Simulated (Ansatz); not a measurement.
# Antimonene bilayer (AA) in a perpendicular field, part 2 of 4

Wanted: the out-of-plane response of the antimonene bilayer (AA). A positive field points along +c.

Ansatz 0.2.0; plane-wave DFT, PBE-D3(BJ), Ansatz PAW (the session's first sound run).

So far. Step 2 (Relaxation): The lattice constant a goes from 4.120 to 4.080 Å.

### 3. Single point, field 0

A sawtooth potential applies the field, turning back in the middle of the vacuum. With the dipole correction the typed value is the field outside the slab. The induced dipole is small, so the SCF threshold is tight.

The cell differs from the one that the last finished run ended in (c 36.400 → 24.273 Å).

Input file input.yaml:

```yaml
crystal:
  lattice:
    - [4.0802565596, 0.0, 0.0]
    - [-2.0401282798, 3.5336058346, 0.0]
    - [0.0, 0.0, 24.2726679763]
  atoms:
    - { symbol: Sb, position: [0.6666666667, 0.3333333333, 0.3707874227] }
    - { symbol: Sb, position: [0.3333333333, 0.6666666667, 0.4388058552] }
    - { symbol: Sb, position: [0.6666666667, 0.3333333333, 0.5611941448] }
    - { symbol: Sb, position: [0.3333333333, 0.6666666667, 0.6292125773] }
kpoints:
  mp_grid: { grid: [12, 12, 1] }
  band_path:
    path: [[0, 0, 0], [0.5, 0, 0], [0.33333333, 0.33333333, 0], [0, 0, 0]]
    npoints: 16
hamiltonian:
  xc: pbe
  dispersion: d3bj
scf:
  occupations: { method: fermi_dirac, width: 0.05 }
  convergence: { dr2_threshold: 1.0e-10 }
efield:
  axis: 3
  dipole_correction: true
  ramp_position: 0.97
  ramp_width: 0.06
  amplitude: 0
output:
  dos: { projected: true, e_range: [-6, 5] }
  bader: true
  write_potential: true
  write_density: true
  volumetric_format: npy
  elf: true
```

The run is started by

```sh
$ ansatz run input.yaml --threads 4 --pin off --max-ram 6144MiB --backend cpu --events-out ev --progress --plain --runs-dir out
```

Standard output:

```text
[...]
Crystal: 4 atoms, lattice volume = 349.964 Å³
Basis set: ecut = 420 eV, 6801 PW (Γ)
Bands: 36, of which v1, the nominal top of the filled ones, is band 30 counted from 1 (29 counted from 0)
Symmetry: 6 space group operations
k-points: 19 of 144 (time reversal used)
[...]
SCF iter   1: F=—  HF=-25938.927943 eV  |F-HF|=—  |Δ(HF+E_count)|=         —  Δρ=9.27e-4  dr2=1.21e-2  ethr=1.77e-3  p=0.000 e·Å  D=1.17e-14 V/Å  ΔV_dip=-0.00 eV  dr2_dipole=2.02e-7  V_vac-E_F(+/−)=4.22/4.22 eV  ⟨swp⟩=10.3  Hψ=3465  notcnv=0
efield: sawtooth ramp at fractional position 0.9700 (set: `efield.ramp_position`, or a place that a band, a saddle search or an elastic batch's reference lends), width 0.0600; the density the first Hamiltonian is built on has a dipole p = 0.000 e·Å; the dipole correction subtracts the counter field D = 1.17e-14 V/Å, which shifts the + side's vacuum level by -0.00 eV against the − side's; the planar-averaged density in the ramp window peaks in size at 4.6e-6 e/Å³
[...]
SCF iter   2: F=—  HF=-25938.937241 eV  |F-HF|=—  |Δ(HF+E_count)|=   9.30e-3  Δρ=1.49e-3  dr2=8.60e-2  ethr=2.02e-5  p=0.000 e·Å  D=8.95e-5 V/Å  ΔV_dip=-0.00 eV  dr2_dipole=2.07e-6  V_vac-E_F(+/−)=4.28/4.28 eV  ⟨swp⟩=3.0  Hψ=1630  notcnv=0  defer=12
[...]
SCF iter  10: F=-25938.927249 eV  HF=-25938.927249 eV  |F-HF|=1.09e-11  |Δ(HF+E_count)|=  1.89e-10  Δρ=4.34e-8  dr2=9.40e-12  ethr=1.00e-12  p=0.000 e·Å  D=1.62e-8 V/Å  ΔV_dip=-0.00 eV  dr2_dipole=1.72e-13  V_vac-E_F(+/−)=4.19/4.19 eV  ⟨swp⟩=6.3  Hψ=1890  notcnv=0
SCF 1 converged in 10 iterations: F = -25938.927249 eV  dr2 = 9.40e-12
[...]
NSCF: frozen V_eff on 49 k-points
efield: sawtooth ramp at fractional position 0.9700 (kept from the solve that this one continues, or follows in the run), width 0.0600; the density the first Hamiltonian is built on has a dipole p = 0.000 e·Å; the dipole correction subtracts the counter field D = 1.62e-8 V/Å, which shifts the + side's vacuum level by -0.00 eV against the − side's; the planar-averaged density in the ramp window peaks in size at 2.1e-8 e/Å³
WARN: The output density's exchange-correlation potential varies sharply where the density is thin. Do not read a vacuum level from v_tot or v_xc, or from such a field of the output density. On a cell that repeats whose density bears no net charge and no dipole along the vacuum's axis use v_es (v_loc + v_h of the components); under efield.dipole_correction with no amplitude use v_es + v_field, which holds any externa [...]
SCF converged after 10 iterations
Free energy (F): -25938.927249 eV
[...]
Internal energy: -25938.925026 eV  (E = F + TS)
E sigma→0 (E₀):  -25938.926138 eV
Entropy (-TS):   -0.002224 eV (-0.556 meV/atom)
Fermi energy:    0.714478 eV
Dipole field:    D = -0.000000 V/Å  (p = -0.000001 e·Å, saw-weighted, corrected)
Work function:   Φ+ = 4.1909 eV   Φ− = 4.1909 eV
Levels:          The Fermi level and band energies are counted from a zero that moves with the ramp; work functions are not
[...]
--- Band table (eV; the first three rows and the last of 19) ---
  k-point 0: bands = [... 26 lower, -0.0065, 0.2310, 0.2310, 0.3223, 1.6702, 2.7011, 2.8268, 2.8268, ... 2 higher]
  k-point 1: bands = [... 26 lower, -0.4990, -0.1895, 0.0609, 0.5609, 2.1798, 2.5372, 2.7520, 2.9419, ... 2 higher]
  k-point 2: bands = [... 26 lower, -0.9107, -0.5906, -0.3183, 0.3876, 1.7191, 2.2856, 3.1290, 3.2372, ... 2 higher]
  k-point 18: bands = [... 26 lower, -2.4622, -2.4622, -1.2707, -1.2707, 0.7901, 2.1334, 3.0250, 3.0250, ... 2 higher]
--- Bader charges: 4 sites ---
  site symbol  charge [e]  shift [e]
     0     Sb     -0.0061     0.0000
     1     Sb      0.0061     0.0000
     2     Sb      0.0061     0.0000
     3     Sb     -0.0061     0.0000
  estimated error of the sums over rays = 2.1e-4 e
```

Run time: 19 s. Hardware: 4 threads of Arm Neoverse V2, shared host; peak memory 0.81 GiB; 75 s of CPU time.

This step gave:

| Quantity | Value |
| --- | --- |
| energy at zero smearing | -25938.9261 eV |
| dipole along the normal | -7.84e-7 e·Å |
| gap along the path | 0.2109 eV |
| smallest direct gap along the path | 1.310 eV |
| ionisation energy, upper face | 4.326 eV |
| electron affinity, upper face | 4.115 eV |
| gap, the smaller of path and mesh | 0.2109 eV |

Running mean over a fixed 2.6 Å (it still follows the layers) of the planar mean; the ramp of the sawtooth is left out. Electron's electrostatic potential energy less the Fermi level against z:

z (Å), electron's electrostatic potential energy less the Fermi level (eV) and a bar from the least value:
```
      3.0       4.19 ##############################
      3.5       4.19 ##############################
      4.0       4.19 ##############################
      4.5       4.19 ##############################
      5.0       4.18 ##############################
      5.5       4.17 ##############################
      6.0       4.11 ##############################
      6.5       3.91 #############################
      7.0       3.19 ###########################
      7.5       1.62 ######################
      8.0      -0.30 ################
      8.5      -2.15 ##########
      9.0      -3.85 #####
      9.5      -5.17 #
     10.0      -5.38 
     10.5      -4.37 ###
     11.0      -2.85 ########
     11.5      -1.58 ############
     12.0      -1.03 ##############
     12.5      -1.18 #############
     13.0      -2.09 ##########
     13.5      -3.54 ######
     14.0      -4.96 ##
     14.5      -5.44 
     15.0      -4.67 ##
     15.5      -3.09 #######
     16.0      -1.33 #############
     16.5       0.58 ###################
     17.0       2.42 ########################
     17.5       3.62 ############################
     18.0       4.03 ##############################
     18.5       4.15 ##############################
     19.0       4.18 ##############################
     19.5       4.19 ##############################
     20.0       4.19 ##############################
     20.5       4.19 ##############################
     21.0       4.19 ##############################
```

The density of states has structure finer than the step of the table below, so its rows give means over 0.2 eV. Peaks (eV: height): -3.38: 6.95, -2.80: 6.41, -2.36: 6.76, -1.70: 7.48, -1.45: 8.04, 1.53: 6.20, 1.69: 6.79.

Density of states against energy, zero at the Fermi level of the run, which the smearing sets inside the gap; means over each step:

```
energy (eV)  density of states (states/eV a cell)
       -4.6                                     0
       -4.4                                 0.372
       -4.2                                  4.33
       -4.0                                  3.13
       -3.8                                  1.72
       -3.6                                  1.77
       -3.4                                  4.52
       -3.2                                  2.26
       -3.0                                  2.11
       -2.8                                  4.24
       -2.6                                  3.02
       -2.4                                  4.45
       -2.2                                  4.01
       -2.0                                  2.88
       -1.8                                  3.40
       -1.6                                  5.39
       -1.4                                  5.31
       -1.2                                  2.01
       -1.0                                  1.35
       -0.8                                 0.972
       -0.6                                 0.804
       -0.4                                 0.573
       -0.2                                  1.04
        0.0                               0.00651
        0.2                                 0.394
        0.4                                  1.14
        0.6                                  1.67
        0.8                                  2.68
        1.0                                  1.82
        1.2                                  2.00
        1.4                                  5.20
        1.6                                  4.36
```

Projected DOS per atom over height of the atomic layer and energy from the Fermi level. Layers: Sb Sb Sb Sb from below.

Ten even steps from '0' (0.00 states/eV) to '9' (1.58 states/eV), each cell a mean:
```
4444
6666
3223
3223
1001
0000
1001
1111
2222
9779
5445
6776
5555
4444
5555
2222
4554
1221
0000
0000
0000
0000
```
Columns: height of the atomic layer (Å) from 9 to 15.3 (not evenly spaced); rows upwards: energy from the Fermi level (eV) from -5.96 to 1.87.

The electronic bands at the labelled points (eV, zero at the Fermi level of the run, which the smearing sets inside the gap):

```
  point  band 27  band 28  band 29  band 30  band 31  band 32  band 33  band 34
      Γ    -0.72    -0.48    -0.48    -0.39     0.96     1.99     2.11     2.11
halfway    -1.73    -1.51    -1.44    -0.93     0.50     1.41     2.46     2.48
      M    -2.73    -2.36    -2.05    -1.74     0.74     0.79     1.76     2.33
halfway    -3.05    -2.82    -2.39    -1.72     0.83     1.43     1.90     2.45
      K    -3.18    -3.18    -1.99    -1.99     0.08     1.42     2.31     2.31
halfway    -2.66    -2.38    -1.39    -0.99     1.48     1.68     1.87     2.60
      Γ    -0.72    -0.48    -0.48    -0.39     0.96     1.99     2.11     2.11
```

Valence density in the ca plane at fractional y = 0.333, with atoms of Sb within 0.2 Å of it. It is the smooth field of the valence electrons, not physical close to the nuclei.

Values in e/Å³, 6 rows by 16 columns, each cell a mean:
```
 0  0  0  0  1  1  0  0  0  1  0  0  0  0  0  0
 0  0  0  0  7  5  0  0  1 10  1  0  0  0  0  0
 0  0  0  0  4  3  0  0  0  6  1  0  0  0  0  0
 0  0  0  0  0  0  0  0  0  0  0  0  0  0  0  0
 0  0  0  0  0  0  0  0  0  0  0  0  0  0  0  0
 0  0  0  0  0  0  0  0  0  0  0  0  0  0  0  0
```
Columns run along c (16.0 Å, from fractional 0.18 to 0.84 of the cell), rows up along a (4.1 Å). Atoms in or near the plane, at fractional coordinates: Sb at (0.37, 0.67), Sb at (0.56, 0.67).

Electrostatic potential energy in the ca plane at fractional y = 0.333, with atoms of Sb within 0.2 Å of it. With pseudopotentials it is smooth inside the atoms' cores, unlike the true potential.

Ten even steps from '0' (-26 eV) to '9' (5 eV), each cell a mean:
```
99999999999764578889999875457888999999999999
99999999998410037899999730014789999999999999
99999999996100005899998510001689999999999999
99999999986000004899998400000589999999999999
99999999996100005899998510001689999999999999
99999999998521147899999741115789999999999999
99999999999865678888999876567888999999999999
99999999999988888778899998888877899999999999
99999999999999987667899999998766789999999999
99999999999999987767899999998767789999999999
99999999999988888778899998888877899999999999
```
Columns run along c (16.0 Å, from fractional 0.18 to 0.84 of the cell; values clipped at the 3rd and 97th percentile), rows up along a (4.1 Å). Atoms in or near the plane, at fractional coordinates: Sb at (0.37, 0.67), Sb at (0.56, 0.67).

ELF in the ca plane at fractional y = 0.333, with atoms of Sb within 0.2 Å of it. It is the smooth field of the valence electrons, not physical close to the nuclei.

Ten even steps from '0' (0.00) to '9' (0.83), each cell a mean:
```
00000013688755566654212665456655443100000000
00000136898642345531115753234543210000000000
00001258997410023421027630013432100000000000
00001258997300023320037630002332000000000000
00000257998410134421027641013442100000000000
00000136898643345532115754334553211000000000
00000013578765566654312565556655543210000000
00000000123444566556521234456655676421000000
00000000000112345556641001235555787641000000
00000000000112345556641011245555787631000000
00000000134555566556521245556656666421000000
```
Columns run along c (16.0 Å, from fractional 0.18 to 0.84 of the cell), rows up along a (4.1 Å). Atoms in or near the plane, at fractional coordinates: Sb at (0.37, 0.67), Sb at (0.56, 0.67).

The gap is 0.21 eV, with the valence edge 4.33 eV and the conduction edge 4.12 eV under the upper vacuum level. Spin-orbit coupling, left out in this run, matters for the bands of elements this heavy.

### 4. Single point, field 0.03 V/Å

input.yaml, as its differences from that of step 3:

```diff
@@ -26,6 +26,4 @@
   ramp_width: 0.06
-  amplitude: 0
+  amplitude: 0.03
 output:
-  dos: { projected: true, e_range: [-6, 5] }
-  bader: true
   write_potential: true
@@ -33,2 +31 @@
   volumetric_format: npy
-  elf: true
```

Standard output:

```text
[...]
Crystal: 4 atoms, lattice volume = 349.964 Å³
Basis set: ecut = 420 eV, 6801 PW (Γ)
Bands: 36, of which v1, the nominal top of the filled ones, is band 30 counted from 1 (29 counted from 0)
Symmetry: 6 space group operations
k-points: 19 of 144 (time reversal used)
[...]
k-point 0: bands = [... 26 lower, -0.0067, 0.2310, 0.2310, 0.3222, 1.6701, 2.7011, 2.8265, 2.8265, ... 2 higher]
  k-point 1: bands = [... 26 lower, -0.4990, -0.1896, 0.0609, 0.5608, 2.1797, 2.5371, 2.7520, 2.9418, ... 2 higher]
  k-point 2: bands = [... 26 lower, -0.9107, -0.5907, -0.3183, 0.3875, 1.7190, 2.2855, 3.1289, 3.2370, ... 2 higher]
  k-point 18: bands = [... 26 lower, -2.4625, -2.4622, -1.2724, -1.2691, 0.7900, 2.1333, 3.0237, 3.0261, ... 2 higher]
[key lines of the parts left out:]
SCF converged after 11 iterations
Free energy (F): -25938.927570 eV
Fermi energy:    0.714398 eV
Dipole field:    D = 0.011041 V/Å  (p = 0.021353 e·Å, saw-weighted, corrected)
```

Elapsed: 14 s, on 4 threads; peak memory 0.73 GiB.

The dipole is 0.0214 e·Å, and the gap 0.211 eV.

### 5. Atoms held, field -0.03 V/Å

input.yaml, as its differences from that of step 4:

```diff
@@ -26,3 +26,3 @@
   ramp_width: 0.06
-  amplitude: 0.03
+  amplitude: -0.03
 output:
```

Standard output:

```text
[...]
Crystal: 4 atoms, lattice volume = 349.964 Å³
Basis set: ecut = 420 eV, 6801 PW (Γ)
Bands: 36, of which v1, the nominal top of the filled ones, is band 30 counted from 1 (29 counted from 0)
Symmetry: 6 space group operations
k-points: 19 of 144 (time reversal used)
[...]
k-point 0: bands = [... 26 lower, -0.0067, 0.2310, 0.2310, 0.3222, 1.6701, 2.7011, 2.8265, 2.8265, ... 2 higher]
  k-point 1: bands = [... 26 lower, -0.4990, -0.1896, 0.0609, 0.5608, 2.1797, 2.5371, 2.7520, 2.9418, ... 2 higher]
  k-point 2: bands = [... 26 lower, -0.9107, -0.5907, -0.3183, 0.3875, 1.7190, 2.2855, 3.1289, 3.2370, ... 2 higher]
  k-point 18: bands = [... 26 lower, -2.4625, -2.4622, -1.2724, -1.2691, 0.7900, 2.1333, 3.0237, 3.0261, ... 2 higher]
[key lines of the parts left out:]
SCF converged after 11 iterations
Free energy (F): -25938.927570 eV
Fermi energy:    0.714398 eV
Dipole field:    D = -0.011041 V/Å  (p = -0.021353 e·Å, saw-weighted, corrected)
```

It took 13 s on 4 threads; peak memory 0.73 GiB; 51 s of CPU time.

The dipole is -0.0214 e·Å, and the gap 0.211 eV.

### 6. Single point, field 0.15 V/Å

input.yaml, as its differences from that of step 5:

```diff
@@ -26,3 +26,3 @@
   ramp_width: 0.06
-  amplitude: -0.03
+  amplitude: 0.15
 output:
```

Standard output:

```text
[...]
Crystal: 4 atoms, lattice volume = 349.964 Å³
Basis set: ecut = 420 eV, 6801 PW (Γ)
Bands: 36, of which v1, the nominal top of the filled ones, is band 30 counted from 1 (29 counted from 0)
Symmetry: 6 space group operations
k-points: 19 of 144 (time reversal used)
[...]
k-point 0: bands = [... 26 lower, -0.0101, 0.2310, 0.2310, 0.3201, 1.6681, 2.6997, 2.8200, 2.8200, ... 2 higher]
  k-point 1: bands = [... 26 lower, -0.4981, -0.1930, 0.0609, 0.5591, 2.1764, 2.5347, 2.7506, 2.9376, ... 2 higher]
  k-point 2: bands = [... 26 lower, -0.9123, -0.5940, -0.3185, 0.3861, 1.7161, 2.2842, 3.1261, 3.2319, ... 2 higher]
  k-point 18: bands = [... 26 lower, -2.4653, -2.4636, -1.2803, -1.2635, 0.7879, 2.1321, 3.0167, 3.0284, ... 2 higher]
[key lines of the parts left out:]
SCF converged after 11 iterations
Free energy (F): -25938.935258 eV
Fermi energy:    0.712519 eV
Dipole field:    D = 0.055219 V/Å  (p = 0.106795 e·Å, saw-weighted, corrected)
```

Elapsed: 13 s, on 4 threads; peak memory 0.73 GiB; 51 s of CPU time.

The dipole is 0.107 e·Å, and the gap 0.210 eV.

### 7. Atoms held, field 0.25 V/Å

input.yaml, as its differences from that of step 6:

```diff
@@ -26,3 +26,3 @@
   ramp_width: 0.06
-  amplitude: 0.15
+  amplitude: 0.25
 output:
```

Standard output:

```text
[...]
Crystal: 4 atoms, lattice volume = 349.964 Å³
Basis set: ecut = 420 eV, 6801 PW (Γ)
Bands: 36, of which v1, the nominal top of the filled ones, is band 30 counted from 1 (29 counted from 0)
Symmetry: 6 space group operations
k-points: 19 of 144 (time reversal used)
[...]
k-point 0: bands = [... 26 lower, -0.0164, 0.2311, 0.2311, 0.3163, 1.6644, 2.6971, 2.8089, 2.8089, ... 2 higher]
  k-point 1: bands = [... 26 lower, -0.4965, -0.1991, 0.0608, 0.5558, 2.1703, 2.5301, 2.7478, 2.9301, ... 2 higher]
  k-point 2: bands = [... 26 lower, -0.9153, -0.5999, -0.3188, 0.3835, 1.7108, 2.2815, 3.1209, 3.2212, ... 2 higher]
  k-point 18: bands = [... 26 lower, -2.4698, -2.4669, -1.2881, -1.2601, 0.7839, 2.1298, 3.0084, 3.0279, ... 2 higher]
[key lines of the parts left out:]
SCF converged after 11 iterations
Free energy (F): -25938.949501 eV
Fermi energy:    0.709000 eV
Dipole field:    D = 0.092076 V/Å  (p = 0.178076 e·Å, saw-weighted, corrected)
```

Run time: 13 s. Hardware: 4 threads; peak memory 0.73 GiB; 52 s of CPU time.

The dipole is 0.178 e·Å, and the gap 0.209 eV.

### 8. Single point, field -0.25 V/Å

input.yaml, as its differences from that of step 7:

```diff
@@ -26,4 +26,6 @@
   ramp_width: 0.06
-  amplitude: 0.25
+  amplitude: -0.25
 output:
+  dos: { projected: true, e_range: [-6, 5] }
+  bader: true
   write_potential: true
@@ -31 +33,2 @@
   volumetric_format: npy
+  elf: true
```

Standard output:

```text
[...]
Crystal: 4 atoms, lattice volume = 349.964 Å³
Basis set: ecut = 420 eV, 6801 PW (Γ)
Bands: 36, of which v1, the nominal top of the filled ones, is band 30 counted from 1 (29 counted from 0)
Symmetry: 6 space group operations
k-points: 19 of 144 (time reversal used)
[...]
k-point 2: bands = [... 26 lower, -0.9153, -0.5999, -0.3188, 0.3835, 1.7108, 2.2815, 3.1209, 3.2212, ... 2 higher]
  k-point 18: bands = [... 26 lower, -2.4698, -2.4669, -1.2881, -1.2601, 0.7839, 2.1298, 3.0084, 3.0279, ... 2 higher]
--- Bader charges: 4 sites ---
  site symbol  charge [e]  shift [e]
     0     Sb      0.0192     0.0000
     1     Sb     -0.0061     0.0000
     2     Sb      0.0181     0.0000
     3     Sb     -0.0313     0.0000
  estimated error of the sums over rays = 2.1e-4 e
[key lines of the parts left out:]
SCF converged after 11 iterations
Free energy (F): -25938.949501 eV
Fermi energy:    0.708999 eV
Dipole field:    D = -0.092076 V/Å  (p = -0.178076 e·Å, saw-weighted, corrected)
```

Wall time 20 s (4 threads); peak memory 0.79 GiB; 77 s of CPU time.

The dipole is -0.178 e·Å, and the gap 0.209 eV.

(Continued in part 3 of 4.)

[Long decimals in the printed logs are rounded to 6 places.]

[Logs are printed without paths, hosts, clocks, repeated set-up lines and the standing remarks that a program may print on its own settings, such as how far it seeks lower states.]

[Hosts, paths, dates, database ids (printed as entryN), source tags and the programs' standing remarks are cut or masked in the printed files.]

[Maps of the electrostatic potential energy from Ansatz leave out the sawtooth potential of an applied field or a dipole correction, so their vacuum need not be flat; planar profiles and work functions include it.]

[The density of states shown here was stored with 400 of the rows of the run's finer table, so its peaks can read low, often by over a quarter, or be missed, and its means over a window can be off by a tenth or more.]
